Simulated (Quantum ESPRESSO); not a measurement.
## LiH (Fm-3m): the LO frequency by hand

Aim: work out the LO frequency and the static dielectric constant of LiH (Fm-3m) from one linear-response run, then check them.

Calculated with Quantum ESPRESSO 7.5; DFT LDA, scalar-relativistic, plane waves, PseudoDojo norm-conserving pseudopotentials.

The database entry behind the starting cell differs from later determinations by our own check (the deuteride, about 0.2 % short), so it need not match the best structure at ambient conditions.

### Step 1. The relaxed structure

It takes space group Fm-3m (No. 225, cubic). The conventional cell has a = 3.910 Å, b = 3.910 Å, c = 3.910 Å, α = 90.00°, β = 90.00°, γ = 90.00°. Li has 6 H at 1.95 Å nearest. Nearest to H lie 6 Li at 1.95 Å. Farther neighbours are not listed.

Coordinates:

```cif
data_structure
_symmetry_space_group_name_H-M 'P 1'
_symmetry_Int_Tables_number 1
_cell_length_a 2.7645
_cell_length_b 2.7645
_cell_length_c 2.7645
_cell_angle_alpha 60.000
_cell_angle_beta 60.000
_cell_angle_gamma 60.000
_cell_volume 14.94
loop_
_atom_site_label
_atom_site_type_symbol
_atom_site_fract_x
_atom_site_fract_y
_atom_site_fract_z
_atom_site_occupancy
Li1 Li 0.00000 0.00000 0.00000 1
H2 H 0.50000 0.50000 0.50000 1
```

This is the cell after its relaxation at this level of theory, not the database cell from which that began.

### Step 2. What the response run gave

A linear-response run on the relaxed cell, with the response to an electric field; only its zone-centre results are used. Cutoff 74 Ry, k mesh 8×8×8.

Output:

```text
[banners, grids, parts of the stress and lines that vanish by symmetry left out]
Program PHONON v.7.5
     Reading xml data from directory:

[...]
Exchange-correlation= PW
                           (   1   4   0   0   0   0   0)
[...]
kinetic-energy cut-off    =      74.0000  Ry
     charge density cut-off    =     296.0000  Ry
     convergence threshold     =      1.0E-18
[...]
Exchange-correlation= PW
                           (   1   4   0   0   0   0   0)
[...]
q = (   0.0000000   0.0000000   0.0000000 )
     49 Sym.Ops. (with q -> -q+G )
     G cutoff =  204.6295  (   8657 G-vectors)     FFT grid: ( 30, 30, 30)
     number of k points=    29
[...]
Mode symmetry, O_h (m-3m)  point group:
[...]
Dielectric constant
[...]
End of electric fields calculation
          Dielectric constant in cartesian axis
          (       5.195883144      -0.000000000       0.000000000 )
          (      -0.000000000       5.195883144      -0.000000000 )
          (       0.000000000      -0.000000000       5.195883144 )
          Effective charges (d Force / dE) in cartesian axis without acoustic sum rule applied (asr)
           atom    1  Li    Mean Z*:        1.03568
      Ex  (        1.03568       -0.00000       -0.00000 )
      Ey  (       -0.00000        1.03568       -0.00000 )
      Ez  (       -0.00000       -0.00000        1.03568 )
           atom    2  H     Mean Z*:       -1.04531
      Ex  (       -1.04531        0.00000        0.00000 )
      Ey  (        0.00000       -1.04531        0.00000 )
      Ez  (        0.00000        0.00000       -1.04531 )
          Effective charges Sum: Mean:       -0.00963
[...]
Effective charges (d Force / dE) in cartesian axis with asr applied:
           atom    1  Li    Mean Z*:        1.04050
[...]
atom    2  H     Mean Z*:       -1.04050
[...]
Representation #   1 modes #   1   2   3
[...]
End of self-consistent calculation
     Convergence has been achieved
     Representation #   2 modes #   4   5   6
[...]
End of self-consistent calculation
     Convergence has been achieved
[...]
Dielectric constant in cartesian axis
          (       5.195883144      -0.000000000       0.000000000 )
          (      -0.000000000       5.195883144      -0.000000000 )
          (       0.000000000      -0.000000000       5.195883144 )
          Effective charges (d Force / dE) in cartesian axis without acoustic sum rule applied (asr)
           atom    1  Li    Mean Z*:        1.03568
      Ex  (        1.03568       -0.00000       -0.00000 )
      Ey  (       -0.00000        1.03568       -0.00000 )
      Ez  (       -0.00000       -0.00000        1.03568 )
           atom    2  H     Mean Z*:       -1.04531
      Ex  (       -1.04531        0.00000        0.00000 )
      Ey  (        0.00000       -1.04531        0.00000 )
      Ez  (        0.00000        0.00000       -1.04531 )
          Effective charges Sum: Mean:       -0.00963
[...]
Effective charges (d Force / dE) in cartesian axis with asr applied:
           atom    1  Li    Mean Z*:        1.04050
[...]
atom    2  H     Mean Z*:       -1.04050
[...]
q = (    0.000000000   0.000000000   0.000000000 )
[...]
freq (    1) =       0.026892 [THz] =       0.897022 [cm-1]
     freq (    2) =       0.026892 [THz] =       0.897022 [cm-1]
     freq (    3) =       0.026892 [THz] =       0.897022 [cm-1]
     freq (    4) =      19.367512 [THz] =     646.030671 [cm-1]
     freq (    5) =      19.367512 [THz] =     646.030671 [cm-1]
     freq (    6) =      19.367512 [THz] =     646.030671 [cm-1]
[...]
Mode symmetry, O_h (m-3m)  point group:
     freq (   1-   3) =          0.9  [cm-1]   --> T_1u G_15  G_4- I
     freq (   4-   6) =        646.0  [cm-1]   --> T_1u G_15  G_4- I

   JOB DONE.
```

| quantity | value |
| --- | --- |
| cell volume Ω (Å³) | 14.940 |
| mass of Li (u) | 6.940 |
| mass of H (u) | 1.008 |
| Born charge of Li, raw (e) | 1.036 |
| Born charge of H, raw (e) | -1.045 |
| ε∞ | 5.196 |
| ω(TO) after the sum rule (cm⁻¹) | 646.0 |

### Step 3. The calculation

The charges must sum to zero over the cell; taking off their mean, -0.005 e, leaves Z* = 1.040 e on Li. In the polar mode Li moves against H, so the reduced mass is μ = 6.94 × 1.01 / 7.95 = 0.880 u.

A longitudinal wave builds up a field that adds to the restoring force: ω(LO)² = ω(TO)² + 4π Z*² / (μ Ω ε∞), in Hartree atomic units. With μ = 1604 electron masses and Ω = 100.82 bohr³ the second term is 1.6187e-05 Ha², or 779723 cm⁻² (1 Ha = 219474.6 cm⁻¹).

So ω(LO) = √(417368 + 779723) = 1094.1 cm⁻¹, and by the Lyddane-Sachs-Teller relation ε₀ = ε∞ (ω(LO)/ω(TO))² = 14.90.

### Step 4. Check against the program

The analysis program adds the same non-analytic term to the full matrix, here for q along (1 0 0).

Output:

```text
[banner, memory and clock lines left out]
Program DYNMAT v.7.5

     Reading Dynamical Matrix from file g.dyn
     ...Force constants read
     ...epsilon and Z* read

     Polarizability (A^3 units)
     multiply by 0.416905 for Clausius-Mossotti correction
         4.988344   -0.000000    0.000000
        -0.000000    4.988344   -0.000000
         0.000000   -0.000000    4.988344

     IR activities are in (D/A)^2/amu units

# mode   [cm-1]    [THz]      IR
    1     -0.00   -0.0000    0.0000
    2     -0.00   -0.0000    0.0000
    3      0.00    0.0000    0.0000
    4    646.04   19.3677   28.3784
    5    646.04   19.3677   28.3784
    6   1094.11   32.8007   28.3784
```

ε₀ comes from the program's run without a direction of q.

| quantity | by hand | program |
| --- | --- | --- |
| ω(LO) (cm⁻¹) | 1094.1 | 1094.1 |
| ε₀ | 14.90 | 14.90 |

### Step 5. Outcome

| Item | Value |
| --- | --- |
| TO mode | 646.0 cm⁻¹ |
| LO mode | 1094 cm⁻¹ |
| static dielectric constant | 14.90 |

**Reading.** The LO mode of LiH (Fm-3m) lies at 1094 cm⁻¹, 448 cm⁻¹ above the TO mode; the formula meets the program within 0.1 cm⁻¹, as it must for a cubic crystal with one polar mode. ω(LO)² − ω(TO)² goes with Z*²/ε∞: an error of 5 % in ε∞ would move the LO mode by 17.1 cm⁻¹, and semilocal functionals tend to overestimate ε∞. These are harmonic values at zero temperature, at the volume of this functional, for the structure held cubic; stability elsewhere in the zone is no part of this calculation.

[Host names and launcher messages were left out of these logs when they were recorded.]

[Logs are printed without paths, hosts, clocks, repeated set-up lines and the standing remarks that a program may print on its own settings, such as how far it seeks lower states.]

[Hosts, paths, dates, database ids (printed as entryN), source tags and the programs' standing remarks are cut or masked in the printed files.]
